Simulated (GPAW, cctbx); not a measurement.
# BiB2Ir3: deformation density and structure factors from DFT

Question: by how much does bonding change the X-ray structure factors of BiB2Ir3, how firmly does DFT give the change, and what does a routine refinement make of it?

The start was made by putting kin elements into a known structure type; the compound need not exist, or be stable, in this form. All numbers below are calculated.

**1. Relax the structure**

The density hangs on the geometry, so cell and atoms are relaxed first, with the symmetry held. The cutoff is set higher than for the density because stress converges slowly with plane waves.

Settings: GPAW 26.7.0, PBE, 670 eV, 6×4×4 k-points (along the axes of the calculation cell), Fermi–Dirac width 0.1 eV, BFGS to 0.03 eV/Å.

```text
cell
1.0
     0.000000000    0.000000000    3.152000000
     5.401000000    0.000000000    0.000000000
    -2.700500000    4.677403206    0.000000000
Bi Ir B
1 3 2
Direct
0.500000000 0.000000000 0.000000000
0.000000000 0.500000000 0.000000000
0.000000000 0.500000000 0.500000000
0.000000000 0.000000000 0.500000000
0.500000000 0.333333333 0.666666667
0.500000000 0.666666667 0.333333333
```

```console
$ OMP_NUM_THREADS=1 mpirun -n 4 gpaw python run.py > gpaw.log
```

```text
BFGS:    0      -45.862124        1.580160
BFGS:    1      -45.929921        1.387299
BFGS:    2      -46.171052        1.014568
BFGS:    3      -46.198614        1.197115
...
BFGS:    6      -46.440100        0.912664
BFGS:    7      -46.533213        0.069006
BFGS:    8      -46.534552        0.010609
cell  2.9435 5.7283 5.7283  120.00 90.00 90.00
volume 83.647 A^3, largest force 0.000 eV/A, largest stress 0.12 GPa
```

After 8 steps the volume has changed by +5.0 % and the energy by -0.672 eV; the largest stress left is 0.12 GPa. It took 84 s on 4 cores of Intel(R) Xeon(R) Platinum 8488C (Sapphire Rapids) (shared host), peak memory 1.1 GiB.

Relaxed structure: P6/mmm (no. 191), a = 5.7283 Å, b = 5.7283 Å, c = 2.9435 Å, α = 90.00°, β = 90.00°, γ = 120.00°.

```csv
atom,mult.,x,y,z
Bi1,1,0,0,1/2
Ir1,3,1/2,0,0
B1,2,1/3,2/3,1/2
```

**2. Density and charge transfer**

X-rays see the whole electron density, so the PAW density is rebuilt with its core regions. Subtracting spherical free atoms from the same code cancels the cores and leaves the deformation density Δρ, the part due to bonding.

Settings: PBE, 550 eV, 8×5×5 k-points (along the axes of the calculation cell), Fermi–Dirac width 0.1 eV; primitive cell of 6 atoms.

```console
$ OMP_NUM_THREADS=1 mpirun -n 4 gpaw python run.py > gpaw.log
```

```text
|iter:   1|       0s |  -47.907456 | +0.27 |       |
|iter:   2|       1s |  -47.533827 | -1.74 | -1.25 |
|iter:   3|       2s |  -46.574587 | -1.24 | -1.30 |
...
|iter:   9|       6s |  -46.509507c| -6.02 | -4.41c|
|iter:  10|       7s |  -46.509510c| -7.02 | -4.78c|
|iter:  11|       8s |  -46.509510c| -7.56c| -5.71c|
```

```text
grid (32, 64, 64)  electrons 324.000  moved by bonding 1.198 e
deformation density beyond 0.5 A of the nuclei: max 0.325, min -0.327 e/A^3
atom        x       y       z   Voronoi charge  moment
Bi1    0.5000  0.0000  0.0000      0.425       0.00
Ir2    0.0000  0.5000  0.0000      0.022       0.00
Ir3    0.0000  0.5000  0.5000      0.022       0.00
Ir4    0.0000  0.0000  0.5000      0.022       0.00
B 5    0.5000  0.3333  0.6667     -0.246       0.00
B 6    0.5000  0.6667  0.3333     -0.246       0.00
mean inner potential of superposed free atoms 30.754 V
total magnetic moment 0.000 muB
```

Deformation density in a plane through the shortest contact of the Ir atom at the origin, in 0.01 e/Å³ (clipped at ±99); x from -1.6 to 3.8 Å, y from 2.4 down to -2.4 Å:

```text
  .  -1   3   5   3   .   .  -1   2   2   2   2   1   0  -2  -1
  .  -9   3   6   5   .   .   2   4   3   2   2   1   0  -4  -2
-24 -11   2   6   5   4   2   3   3   2   3   2   1  -1  -4  -6
 -3   0   4   4   5   6   4   2   1   2   4   3   1  -1  -3  -5
  6   5  -1 -10  -8   0  -3  -1   1   3   4   2  -1  -1  -1  -2
  5   6  -6 -26   .   .  -1  -1   4   2   .   .  -4  -1   1   1
  4   7   0  -2   .   .  -3   1   7   3   .   .   1   3   3   2
  3   4  -2   0   .   . -24  -4   6   4   .   .   2   4   3   3
  3   1  -2  -3  -1  -9  -9   0   5   6   7   5   3   2   1   2
  1   1   2   4   6   5   4   3   0  -2   2   2   1   0   1   4
  2   3   3   2   4   5   6   1 -13 -24  -4  -2  -4   1   3   2
  3   4   2   .   .   4   7   2 -11   .   .   4  -1   4   5   .
  2   1  -2   .   .   2   6   2   0   .   . -18  -7   5   6   .
```

Atoms in or within 0.15 Å of the plane: Ir (2.0, -2.2), Ir (0.0, 0.0), B (-0.3, -2.2), B (2.2, 0.0), B (0.3, 2.2) Å. Dots mark points within about 0.45 Å of a nucleus; large values next to them are atomic features.

B gains most (-0.25 e) and Bi loses most (+0.42 e), which isn't the order of electronegativity: valence and coordination count too, and Voronoi cells cut space at the midplane whatever the atoms' sizes. Such charges fall far short of formal ones, since overlapping free atoms already put density on their neighbours. Along the shortest contact from the Ir atom at the map's origin, Ir–B at 2.21 Å, Δρ is +0.05 e/Å³ at the midpoint and highest, +0.07, 1.31 Å from Ir (points within 0.5 Å of a nucleus left out): little piles up between the atoms. At the midpoints of other shortest contacts it is +0.03 (Ir–Ir, 2.86 Å), +0.01 (Bi–Bi, 2.94 Å), +0.01 (B–B, 2.94 Å) and 0.00 (Bi–Ir, 3.22 Å) e/Å³. Point values carry grid noise of about 0.01 e/Å³. The run needed 11 iterations, 16 s.

**3. Structure factors**

The Fourier components of Δρ, added to those of the free atoms, give the static X-ray structure factors; the Mott–Bethe relation turns them into the Fourier components V of the potential that fast electrons feel.

```text
static structure factors of the conventional cell: F in electrons, V (Mott-Bethe) in volts
   h  k  l      d  |F| table  |F| free   |F| DFT   change   |V| free  |V| DFT  change %
   1  0  0  4.9609     1.512     1.456     1.132   -0.324     0.614    0.178    -71.0
   0  0  1  2.9435   123.849   123.743   123.763    0.019     6.769    6.759     -0.1
   1  1  0  2.8641    11.108    11.132    11.266    0.134     2.188    2.128     -2.8
   1  0  1  2.5314   133.068   132.965   132.719   -0.246     7.738    7.824      1.1
   2  0  0  2.4804   262.599   262.355   262.185   -0.169    15.726   15.783      0.4
   1  1  1  2.0527   133.189   133.108   133.246    0.138     8.518    8.487     -0.4
   2  0  1  1.8968   118.146   117.939   117.747   -0.192     6.912    6.950      0.5
   2  1  0  1.8750     2.612     2.668     2.787    0.118     0.321    0.344      7.1
   3  0  0  1.6536     8.579     8.645     9.036    0.391     1.102    1.043     -5.3
   2  1  1  1.5814   115.990   115.919   115.939    0.020     5.356    5.353     -0.1
   0  0  2  1.4717   228.458   228.305   228.128   -0.178    11.358   11.379      0.2
   3  0  1  1.4417   117.314   117.262   117.099   -0.163     6.007    6.025      0.3
   2  2  0  1.4321   225.903   225.756   225.624   -0.132    11.041   11.055      0.1
   1  0  2  1.4110     2.671     2.701     2.774    0.073     0.186    0.193      4.3
```

The largest X-ray change is +0.39 e on 300, 4.5 % of |F|. For electrons V goes as (Z − F)/g², so a change of F counts against Z − F, which is small at low angle and wherever the atoms' terms cancel: |V| of 100 moves by -71.0 % (0.61 to 0.18 V) against -22.3 % in |F|. These compare absolute values; so weak a component may also change sign. The last three rows still change by up to 0.16 e; the table stops while the angles are still low. The tabulated Hartree–Fock atoms differ from the free DFT atoms by up to 0.24 e, so the choice of reference atom matters too.

**4. Convergence**

Cutoff and k-mesh: one is changed at a time, to find what the result needs.

| run | ΔF 300 (e) | ΔF 100 (e) | ΔF 101 (e) | q(B) (e) | moved (e) | time |
| --- | --- | --- | --- | --- | --- | --- |
| 550 eV 8×5×5 | +0.391 | -0.324 | -0.246 | -0.246 | 1.198 | 16 s |
| 250 eV 8×5×5 | +0.354 | -0.312 | -0.245 | -0.235 | 1.194 | 9.3 s |
| 350 eV 8×5×5 | +0.382 | -0.323 | -0.246 | -0.236 | 1.165 | 11 s |
| 750 eV 8×5×5 | +0.391 | -0.324 | -0.246 | -0.242 | 1.224 | 27 s |
| 550 eV 3×2×2 | +0.400 | -0.273 | -0.269 | -0.219 | 1.155 | 9.4 s |
| 550 eV 4×3×3 | +0.395 | -0.317 | -0.246 | -0.255 | 1.235 | 11 s |

Within 0.01 e of the base on all three: 550 eV 4×3×3, 350 eV 8×5×5 and 750 eV 8×5×5. The largest error, 0.051 e, comes with 550 eV 3×2×2. Times are from shared hosts.

**5. Refining ordinary atoms against data with bonding**

Routine crystallography fits spherical atoms. To see the bias, intensities are simulated from tabulated atoms plus the DFT change ΔF, so that bonding alone can misfit (3882 reflections of the full sphere, merged to the counts below, to 0.45 Å, 1 % proportional noise plus counting noise, assumed isotropic U as listed, Δρ smeared by the mean U) and refined with cctbx over different ranges.

```
                    range  data      R1  GooF  U Bi1 (true 0.0066)  U Ir1 (true 0.0068)  U B1 (true 0.0159)  largest shift (Å)  Δρ max, min (e/Å³)
                 all data   232  0.0036  0.97               0.0066               0.0068              0.0163             0.0000         0.49, -0.55
 low resolution, d > 0.84    46  0.0034  1.13               0.0066               0.0068              0.0155             0.0000         0.34, -0.31
     high order, d < 0.75   172  0.0037  0.91               0.0066               0.0068              0.0165             0.0000         0.38, -0.54
occupancies free, d > 0.7    72  0.0033  1.07               0.0066               0.0068              0.0161             0.0000         0.29, -0.39
```

With all data GooF is 0.97, so at this noise the bonding hardly shows; the top residual peak, near noise level, lies 0.94 Å from Bi and 2.00 Å from Bi. No U is off by more than 3 s.u. at low resolution. Symmetry fixes every coordinate, so the shifts are zero by construction. With Bi1 held at 1 and the scale free, the other occupancies refine to Ir1 0.999(0.001) and B1 1.009(0.023), within three s.u. of full.

**6. Answer**

Bonding moves 1.20 e in the primitive cell of BiB2Ir3 and changes the structure factors of the conventional cell in the table above by at most 0.39 e (300, 4.5 %). The shortest bond, Ir–B, has Δρ = +0.05 e/Å³ at its midpoint. Within 0.01 e of the base on all three: 550 eV 4×3×3, 350 eV 8×5×5 and 750 eV 8×5×5. The largest error, 0.051 e, comes with 550 eV 3×2×2. With all data GooF is 0.97, so at this noise the bonding hardly shows. Limits: static density, frozen cores, no spin–orbit coupling.

[Outputs are excerpts: Python notices, other lines and further rows are left out; steps that failed or that the build refused (PBEsol, TPSS) are not shown.]

[Logs are printed without paths, hosts, clocks, repeated set-up lines and the standing remarks that a program may print on its own settings, such as how far it seeks lower states.]
